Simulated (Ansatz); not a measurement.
**W(100) slab, 5 layers: following an unstable mode**

Wanted: the energy along a soft mode of W(100) slab, 5 layers and the structure at the end.

Program: Ansatz 0.2.0. Level of theory: DFT PBEsol, scalar-relativistic, plane waves, PAW; PAW set soft_1. Results are calculated unless marked as measured.

Report form: the programs' logs are mostly left out.

## Step 1: Starting point

The cell holds 5 atoms: 5 W. Cell: a = 3.080 Å, b = 3.080 Å, c = 36.460 Å, α = 90.0°, β = 90.0°, γ = 90.0°. Vacuum lies along c.

## Step 2: The dispersion

The cell comes from relaxations at this level that are not shown. Stability and thermal properties need the whole zone. Linear response on a 2×2×1 q mesh gives force constants as far as a supercell of that size would.

File input.yaml:

```yaml
crystal:
  lattice:
    - [3.0799851754, 0.0, 0.0]
    - [0.0, 3.0799851754, 0.0]
    - [0.0, 0.0, 36.4599902]
  atoms:
    - { symbol: W, position: [0.0, 0.0, 0.1799194055] }
    - { symbol: W, position: [0.5, 0.5, 0.2206138429] }
    - { symbol: W, position: [0.0, 0.0, 0.2650850959] }
    - { symbol: W, position: [0.5, 0.5, 0.3095563489] }
    - { symbol: W, position: [0.0, 0.0, 0.3502507863] }
  periodic: [true, true, false]
kpoints:
  mp_grid: { grid: [12, 12, 1] }
hamiltonian:
  xc: pbesol
  pseudopotentials: { kind: paw, azcp: { folder: soft_1 }, xc_functional: pbe }
scf:
  occupations: { method: methfessel_paxton, width: 0.2 }
output:
  eigenvalues: true
phonons:
  method: dfpt
  qmesh: [2, 2, 1]
  temperatures: { t_max: 1000, t_step: 50 }
  qpath:
    path: [[0.0, 0.0, 0.0], [0.0, 0.5, 0.0], [0.5, 0.5, 0.0], [0.0, 0.0, 0.0]]
    npoints: 10
```

The run is started by

```
ansatz run input.yaml --threads 8 --pin off --max-ram 16384MiB --backend cpu --events-out ev --progress --plain --runs-dir out
```

It took 8.6 min on 8 threads of Arm Neoverse V1, shared host; peak memory 2.6 GiB.

This step gave:

| Property | Result |
| --- | --- |
| gap on the k-mesh | 0 eV |
| sum-rule residual before enforcement | 1.95e-4 eV/Å² |
| lowest frequency on the path | -100.8 cm⁻¹ |
| point group | 4/mmm |
| highest frequency on the path or at a solved wavevector | 233.4 cm⁻¹ |
| area per atom | 1.897 Å² |
| highest optical mode at the zone centre (no LO-TO term) | 200.8 cm⁻¹ |
| lowest optical zone-centre mode | 60.23 cm⁻¹ |
| lowest mode on the q mesh (acoustic modes at Γ apart) | -100.8 cm⁻¹ |

Frequencies (cm⁻¹) solved at each irreducible wavevector; negative means imaginary. Frequencies by wavevector, by row:

| q in reciprocal lattice units | star | mode 1 | mode 2 | mode 3 | mode 4 | mode 13 | mode 14 | mode 15 |
| --- | --- | --- | --- | --- | --- | --- | --- | --- |
| 0 0 0 | 1 | 0 | 0 | 0 | 60.2 | 172.1 | 180.1 | 200.8 |
| 0 -0.5 0 | 2 | -59.7 | -33 | -27.8 | -18.2 | 207.7 | 221.2 | 233.4 |
| -0.5 -0.5 0 | 1 | -100.8 | -100.8 | -99 | -99 | 200.7 | 217.7 | 217.7 |

Interpolated from a 2×2×1 q mesh, rough between the solved points. Phonon branches along the path, in cm⁻¹:

| point | branch 1 | branch 2 | branch 3 | branch 4 | branch 12 | branch 13 | branch 14 | branch 15 |
| --- | --- | --- | --- | --- | --- | --- | --- | --- |
| Γ | 0 | 0 | 0 | 60 | 172 | 172 | 180 | 201 |
| halfway | 19 | 27 | 30 | 40 | 167 | 175 | 205 | 207 |
| X | -60 | -33 | -28 | -18 | 151 | 208 | 221 | 233 |
| halfway | -77 | -75 | -73 | -69 | 173 | 206 | 218 | 219 |
| M | -101 | -101 | -99 | -99 | 201 | 201 | 218 | 218 |
| halfway | -50 | -45 | -43 | -33 | 178 | 194 | 200 | 201 |
| Γ | 0 | 0 | 0 | 60 | 172 | 172 | 180 | 201 |

Symmetry leaves 3 wavevectors to solve. The lowest mode among them, the acoustic zeros apart, lies at q = (-0.5, -0.5, 0) and is imaginary, 100.8i cm⁻¹, so the energy falls along it.

## Step 3: The mode frozen in, largest atomic shift 0 Å

The mode followed lies at q = (-0.5, -0.5, 0) with frequency 100.8i cm⁻¹ and is 2-fold degenerate, the softest among the wavevectors solved. At small amplitude the distorted cell has space group no. 67 by a symmetry search on the positions. The undistorted cell that holds it gives the zero of energy on the same k mesh.

System of this step: W(100) slab, 5 layers. The cell holds 10 atoms: 10 W. Cell: a = 4.356 Å, b = 4.356 Å, c = 36.460 Å, α = 90.0°, β = 90.0°, γ = 90.0°. It derives from W. Vacuum lies along c.

File input.yaml:

```yaml
crystal:
  lattice:
    - [-3.0799851754, -3.0799851754, 0.0]
    - [-3.0799851754, 3.0799851754, 0.0]
    - [0.0, 0.0, -36.4599902]
  atoms:
    - { symbol: W, position: [1.0, 0.0, 0.8200805945] }
    - { symbol: W, position: [0.5, 0.5, 0.8200805945] }
    - { symbol: W, position: [0.0, 0.5, 0.7793861571] }
    - { symbol: W, position: [0.5, 0.0, 0.7793861571] }
    - { symbol: W, position: [0.5, 0.5, 0.7349149041] }
    - { symbol: W, position: [0.0, 0.0, 0.7349149041] }
    - { symbol: W, position: [0.0, 0.5, 0.6904436511] }
    - { symbol: W, position: [0.5, 0.0, 0.6904436511] }
    - { symbol: W, position: [1.0, 0.0, 0.6497492137] }
    - { symbol: W, position: [0.5, 0.5, 0.6497492137] }
  periodic: [true, true, false]
kpoints:
  mp_grid: { grid: [8, 8, 1] }
hamiltonian:
  xc: pbesol
  pseudopotentials: { kind: paw, azcp: { folder: soft_1 }, xc_functional: pbe }
scf:
  occupations: { method: methfessel_paxton, width: 0.2 }
output:
  forces: true
  stress: true
  eigenvalues: true
```

It took 9.9 s on 8 threads; peak memory 2.6 GiB.

Numbers from this step:

- energy from the undistorted cell: 0 meV/atom

## Step 4: The mode frozen in, largest atomic shift 0.22 Å

The atoms are moved along the unstable eigenvector, the largest shift by 0.22 Å, with the cell fixed.

input.yaml, the sections that differ from step 3:

```yaml
crystal:
  lattice:
    - [-3.0799851754, -3.0799851754, 0.0]
    - [-3.0799851754, 3.0799851754, 0.0]
    - [0.0, 0.0, -36.4599902]
  atoms:
    - { symbol: W, position: [1.0357144576, -0.0357144576, 0.8200805945] }
    - { symbol: W, position: [0.4642855424, 0.5357144576, 0.8200805945] }
    - { symbol: W, position: [-0.0031786988, 0.4968213012, 0.7793861571] }
    - { symbol: W, position: [0.5031786988, 0.0031786988, 0.7793861571] }
    - { symbol: W, position: [0.5, 0.5, 0.7349149041] }
    - { symbol: W, position: [0.0, 0.0, 0.7349149041] }
    - { symbol: W, position: [0.0031786988, 0.5031786988, 0.6904436511] }
    - { symbol: W, position: [0.4968213012, -0.0031786988, 0.6904436511] }
    - { symbol: W, position: [0.9642855424, 0.0357144576, 0.6497492137] }
    - { symbol: W, position: [0.5357144576, 0.4642855424, 0.6497492137] }
  periodic: [true, true, false]
# kpoints, hamiltonian, scf, output: as in step 3
```

Wall time 14 s (8 threads); peak memory 2.8 GiB; 1.8 min of CPU time.

Numbers from this step:

| Quantity | Value |
| --- | --- |
| energy from the undistorted cell | -19.97 meV/atom |

The energy, extrapolated to zero smearing, is -19.97 meV/atom against the undistorted cell.

## Step 5: Energy along the mode, all amplitudes (two of the runs are shown above)

An imaginary frequency means negative curvature, so the energy should fall and then rise again as anharmonic terms take over.

This step gave:

* depth at the lowest point sampled: 19.97 meV/atom
* largest atomic shift at that point: 0.22 Å

Table of energy from the parent by largest atomic shift:

| largest atomic shift (Å) | energy from the parent (meV/atom) |
| --- | --- |
| 0.000 | 0 |
| 0.040 | -2.28 |
| 0.080 | -8.08 |
| 0.140 | -19.7 |
| 0.220 | -20.0 |
| 0.320 | 45.9 |

Displacement at unit largest shift by atom:

| atom | x (Å) | y (Å) | z (Å) | size |
| --- | --- | --- | --- | --- |
| W1 | 0.00 | -1.00 | 0.00 | 1.00 |
| W2 | 0.00 | 1.00 | 0.00 | 1.00 |
| W3 | 0.09 | 0.00 | 0.00 | 0.09 |
| W4 | -0.09 | 0.00 | 0.00 | 0.09 |
| W5 | 0.00 | 0.00 | 0.00 | 0.00 |
| W6 | 0.00 | 0.00 | 0.00 | 0.00 |
| W7 | -0.09 | 0.00 | 0.00 | 0.09 |
| W8 | 0.09 | 0.00 | 0.00 | 0.09 |
| W9 | 0.00 | 1.00 | 0.00 | 1.00 |
| W10 | 0.00 | -1.00 | 0.00 | 1.00 |

The lowest of the steps tried is at 0.22 Å, 20.0 meV/atom below the parent; the bottom of the well need not coincide with a step.

## Step 6: Relaxing from the distorted cell

Starting from the lowest point found, all atoms and the cell are let go, so that strain and other modes of the same symmetry can join in.

Edit input.yaml of step 4 so:

```diff
@@ -28 +28,10 @@
   eigenvalues: true
+  write_density: true
+  write_potential: true
+  elf: true
+  volumetric_format: npy
+relax:
+  adjacent_minimum: "off"
+  f_tol: 0.002
+  max_steps: 120
+  cell: { stress_2d_tol: 0.005 }
```

Elapsed: 1.9 min, on 8 threads; peak memory 2.8 GiB; 15 min of CPU time.

The steps of the relaxation:

| step | energy less that of the first step (eV) | largest force component (eV/Å) | volume (Å³) |
| --- | --- | --- | --- |
| 1 | 0.0000 | 0.7594 | 691.74 |
| 2 | 0.0656 | 0.8522 | 698.88 |
| 3 | -0.1044 | 0.0467 | 692.87 |
| 4 | -0.1048 | 0.0105 | 693.29 |
| 5 | -0.1048 | 0.0008 | 693.07 |
| 6 | -0.1048 | 0.0006 | 693.05 |
| 7* | -0.1049 | 0.0006 | 693.05 |

Relaxation steps marked * repeat the geometry before them on a plane-wave basis chosen anew for their cell, so energy and pressure can jump there. Relaxation step 2 was tried and not accepted.

The run keeps the 8 symmetry operations that it works with, so distortions that break them were not tested.

| cell as run | before | after | change |
| --- | --- | --- | --- |
| a (Å) | 4.356 | 4.360 | +0.1 % |
| b (Å) | 4.356 | 4.360 | +0.1 % |
| γ (°) | 90.00 | 90.83 | +0.9 % |

The atoms that moved most (Å, along periodic axes as changes of fractional coordinates times the final cell, across vacuum about the mean position):

| atom | dx | dy | dz | length |
| --- | --- | --- | --- | --- |
| W1 | 0.000 | 0.009 | -0.031 | 0.033 |
| W2 | 0.000 | -0.009 | -0.031 | 0.033 |
| W9 | 0.000 | -0.009 | 0.031 | 0.033 |
| W10 | 0.000 | 0.009 | 0.031 | 0.033 |
| W7 | -0.009 | 0.000 | -0.015 | 0.017 |
| W8 | 0.009 | 0.000 | -0.015 | 0.017 |
| W4 | -0.009 | 0.000 | 0.015 | 0.017 |
| W3 | 0.009 | 0.000 | 0.015 | 0.017 |

The relaxed structure:

```xyz
10
Lattice="-3.0605 -3.1054 0.0000 -3.0605 3.1054 0.0000 0.0000 0.0000 -36.4600" Properties=species:S:1:pos:R:3
W    -3.0605   -3.3180  -29.9315
W    -3.0605    0.2126  -29.9315
W    -1.5019    1.5527  -28.4017
W    -1.5586   -1.5527  -28.4017
W    -3.0605    0.0000  -26.7950
W     0.0000    0.0000  -26.7950
W    -1.5586    1.5527  -25.1883
W    -1.5019   -1.5527  -25.1883
W    -3.0605   -2.8928  -23.6585
W    -3.0605   -0.2126  -23.6585
```

This step gave:

| Item | Value |
| --- | --- |
| area per atom | 1.901 Å² |

ELF in the ac plane at fractional y = 0.000, with atoms of W within 0.2 Å of it. It is the smooth field of the valence electrons, not physical close to the nuclei.

Values, 24 rows by 14 columns, each cell a mean:
```
0.00 0.00 0.00 0.00 0.00 0.00 0.00 0.00 0.00 0.00 0.00 0.00 0.00 0.00
0.00 0.00 0.00 0.01 0.01 0.01 0.01 0.01 0.01 0.01 0.00 0.00 0.00 0.00
0.05 0.05 0.07 0.08 0.10 0.11 0.12 0.12 0.11 0.10 0.09 0.08 0.06 0.05
0.31 0.30 0.25 0.18 0.19 0.29 0.35 0.35 0.34 0.31 0.25 0.21 0.25 0.30
0.40 0.47 0.55 0.40 0.32 0.40 0.42 0.39 0.40 0.38 0.32 0.30 0.45 0.52
0.35 0.38 0.38 0.32 0.36 0.53 0.47 0.34 0.50 0.50 0.33 0.32 0.38 0.37
0.37 0.53 0.50 0.32 0.33 0.37 0.33 0.31 0.34 0.37 0.32 0.36 0.55 0.48
0.32 0.33 0.36 0.31 0.38 0.58 0.50 0.41 0.56 0.50 0.34 0.38 0.39 0.35
0.54 0.59 0.37 0.25 0.33 0.37 0.35 0.36 0.37 0.31 0.24 0.42 0.59 0.50
0.11 0.12 0.15 0.18 0.22 0.24 0.25 0.26 0.26 0.22 0.17 0.13 0.11 0.10
0.02 0.02 0.03 0.03 0.03 0.04 0.04 0.05 0.05 0.04 0.04 0.03 0.03 0.02
0.00 0.00 0.00 0.00 0.00 0.00 0.00 0.00 0.00 0.00 0.00 0.00 0.00 0.00
0.00 0.00 0.00 0.00 0.00 0.00 0.00 0.00 0.00 0.00 0.00 0.00 0.00 0.00
0.00 0.00 0.00 0.00 0.00 0.00 0.00 0.00 0.00 0.00 0.00 0.00 0.00 0.00
0.00 0.00 0.00 0.00 0.00 0.00 0.00 0.00 0.00 0.00 0.00 0.00 0.00 0.00
0.00 0.00 0.00 0.00 0.00 0.00 0.00 0.00 0.00 0.00 0.00 0.00 0.00 0.00
0.00 0.00 0.00 0.00 0.00 0.00 0.00 0.00 0.00 0.00 0.00 0.00 0.00 0.00
0.00 0.00 0.00 0.00 0.00 0.00 0.00 0.00 0.00 0.00 0.00 0.00 0.00 0.00
0.00 0.00 0.00 0.00 0.00 0.00 0.00 0.00 0.00 0.00 0.00 0.00 0.00 0.00
0.00 0.00 0.00 0.00 0.00 0.00 0.00 0.00 0.00 0.00 0.00 0.00 0.00 0.00
0.00 0.00 0.00 0.00 0.00 0.00 0.00 0.00 0.00 0.00 0.00 0.00 0.00 0.00
0.00 0.00 0.00 0.00 0.00 0.00 0.00 0.00 0.00 0.00 0.00 0.00 0.00 0.00
0.00 0.00 0.00 0.00 0.00 0.00 0.00 0.00 0.00 0.00 0.00 0.00 0.00 0.00
0.00 0.00 0.00 0.00 0.00 0.00 0.00 0.00 0.00 0.00 0.00 0.00 0.00 0.00
```
Columns run along a (4.4 Å), rows up along c (36.5 Å). Atoms in or near the plane, at fractional coordinates: W at (0.03, 0.82), W at (0.50, 0.78), W at (0.00, 0.73), W at (0.50, 0.69), W at (0.97, 0.65).

Electrostatic potential energy in the ac plane at fractional y = 0.000, with atoms of W within 0.2 Å of it. With pseudopotentials it is smooth inside the atoms' cores, unlike the true potential.

Ten even steps from '_' (-46 eV) to '@' (0 eV), each cell a mean:
```
@@@@@@@@@@@@@@@@@@@@@@@@@@@@
@@@@@@@@@@@@@@@@@@@@@@@@@@@@
@@@@@@@@@@@@@@@@@@@@@@@@@@@@
++++**%%@@@@@@@@@@@@@@%%##**
__..::++##**++++**##%%##--..
++**####++::..__..--**####**
____::**####******####++..__
**##%%##++..______::**####**
__..==##@@@@@@@@@@%%##--____
%%@@@@@@@@@@@@@@@@@@@@@@@@%%
@@@@@@@@@@@@@@@@@@@@@@@@@@@@
@@@@@@@@@@@@@@@@@@@@@@@@@@@@
@@@@@@@@@@@@@@@@@@@@@@@@@@@@
@@@@@@@@@@@@@@@@@@@@@@@@@@@@
@@@@@@@@@@@@@@@@@@@@@@@@@@@@
@@@@@@@@@@@@@@@@@@@@@@@@@@@@
@@@@@@@@@@@@@@@@@@@@@@@@@@@@
@@@@@@@@@@@@@@@@@@@@@@@@@@@@
@@@@@@@@@@@@@@@@@@@@@@@@@@@@
@@@@@@@@@@@@@@@@@@@@@@@@@@@@
@@@@@@@@@@@@@@@@@@@@@@@@@@@@
@@@@@@@@@@@@@@@@@@@@@@@@@@@@
@@@@@@@@@@@@@@@@@@@@@@@@@@@@
@@@@@@@@@@@@@@@@@@@@@@@@@@@@
```
Columns run along a (4.4 Å; values clipped at the 3rd and 97th percentile), rows up along c (36.5 Å). Atoms in or near the plane, at fractional coordinates: W at (0.03, 0.82), W at (0.50, 0.78), W at (0.00, 0.73), W at (0.50, 0.69), W at (0.97, 0.65).

Valence density in the ac plane at fractional y = 0.000, with atoms of W within 0.2 Å of it. It is the smooth field of the valence electrons, not physical close to the nuclei.

Values in e/Å³, 24 rows by 14 columns, each cell a mean:
```
0.0 0.0 0.0 0.0 0.0 0.0 0.0 0.0 0.0 0.0 0.0 0.0 0.0 0.0
0.0 0.0 0.0 0.0 0.0 0.0 0.0 0.0 0.0 0.0 0.0 0.0 0.0 0.0
0.0 0.0 0.0 0.0 0.0 0.0 0.0 0.0 0.0 0.0 0.0 0.0 0.0 0.0
1.3 1.2 0.6 0.2 0.1 0.1 0.1 0.1 0.1 0.1 0.1 0.1 0.4 0.9
3.8 3.7 2.5 1.0 0.6 0.8 1.2 1.3 1.1 0.6 0.4 0.5 1.4 3.0
1.1 0.9 0.5 0.5 0.8 2.3 3.7 3.9 3.5 1.8 0.7 0.5 0.7 1.0
4.1 3.7 1.8 0.7 0.4 0.6 0.8 0.8 0.7 0.5 0.4 0.9 2.6 4.0
0.7 0.5 0.4 0.4 0.9 2.8 4.2 4.4 3.8 1.7 0.7 0.5 0.6 0.8
4.2 2.8 0.9 0.3 0.2 0.2 0.2 0.2 0.2 0.3 0.5 1.4 3.5 4.4
0.1 0.1 0.0 0.0 0.0 0.0 0.0 0.0 0.0 0.0 0.0 0.1 0.1 0.1
0.0 0.0 0.0 0.0 0.0 0.0 0.0 0.0 0.0 0.0 0.0 0.0 0.0 0.0
0.0 0.0 0.0 0.0 0.0 0.0 0.0 0.0 0.0 0.0 0.0 0.0 0.0 0.0
0.0 0.0 0.0 0.0 0.0 0.0 0.0 0.0 0.0 0.0 0.0 0.0 0.0 0.0
0.0 0.0 0.0 0.0 0.0 0.0 0.0 0.0 0.0 0.0 0.0 0.0 0.0 0.0
0.0 0.0 0.0 0.0 0.0 0.0 0.0 0.0 0.0 0.0 0.0 0.0 0.0 0.0
0.0 0.0 0.0 0.0 0.0 0.0 0.0 0.0 0.0 0.0 0.0 0.0 0.0 0.0
0.0 0.0 0.0 0.0 0.0 0.0 0.0 0.0 0.0 0.0 0.0 0.0 0.0 0.0
0.0 0.0 0.0 0.0 0.0 0.0 0.0 0.0 0.0 0.0 0.0 0.0 0.0 0.0
0.0 0.0 0.0 0.0 0.0 0.0 0.0 0.0 0.0 0.0 0.0 0.0 0.0 0.0
0.0 0.0 0.0 0.0 0.0 0.0 0.0 0.0 0.0 0.0 0.0 0.0 0.0 0.0
0.0 0.0 0.0 0.0 0.0 0.0 0.0 0.0 0.0 0.0 0.0 0.0 0.0 0.0
0.0 0.0 0.0 0.0 0.0 0.0 0.0 0.0 0.0 0.0 0.0 0.0 0.0 0.0
0.0 0.0 0.0 0.0 0.0 0.0 0.0 0.0 0.0 0.0 0.0 0.0 0.0 0.0
0.0 0.0 0.0 0.0 0.0 0.0 0.0 0.0 0.0 0.0 0.0 0.0 0.0 0.0
```
Columns run along a (4.4 Å), rows up along c (36.5 Å). Atoms in or near the plane, at fractional coordinates: W at (0.03, 0.82), W at (0.50, 0.78), W at (0.00, 0.73), W at (0.50, 0.69), W at (0.97, 0.65).

The distorted start has space group Cmme; the relaxation ends in Cmme.

## Step 7: Outcome

| Property | Result |
| --- | --- |
| unstable mode of the parent | q = (-0.5, -0.5, 0), 101i cm⁻¹ |
| depth at the lowest point sampled | 20.0 meV/atom |
| largest atomic shift at that point | 0.22 Å |
| space group reached (within 0.01 Å) | Cmme |
| energy gained over the parent (first relaxation, on the mesh of the frozen mode) | 30.5 meV/atom |
| area per atom, phase reached | 1.90 Å² |

What this shows: Along this mode the structure falls into Cmme, 30.5 meV/atom below the parent. At the parent's cell the well is 19.97 meV/atom deep on the steps tried, with its lowest point at a shift of 0.22 Å. Relaxing atoms and cell changes the gain by +10.56 meV/atom against the lowest step (energies at zero smearing). The modes of the phase reached were not computed on this path. Of the 3 patterns followed to their end from this parent, this one ends 7.21 meV/atom above the lowest, Pmna. Each path keeps the symmetry of its pattern, so a lower phase may lie along a pattern not tried. The q mesh stands for a supercell only 6.2 Å across, so branches between the solved wavevectors are rough. With no gap, or one that is small against the smearing, the frequencies hang on the k mesh and the smearing, most of all near Kohn anomalies. In a sheet or slab the interpolated bending branch near Γ is rough, since the rotational sum rule isn't imposed. Spin-orbit coupling is left out, which can matter for the heavy elements here. The PAW files were made for PBE and serve the other functionals too. The starting cell was built on a prototype and not taken from a measurement.

[Logs are printed without paths, hosts, clocks, repeated set-up lines and the standing remarks that a program may print on its own settings, such as how far it seeks lower states.]

[Hosts, paths, dates, database ids (printed as entryN), source tags and the programs' standing remarks are cut or masked in the printed files.]
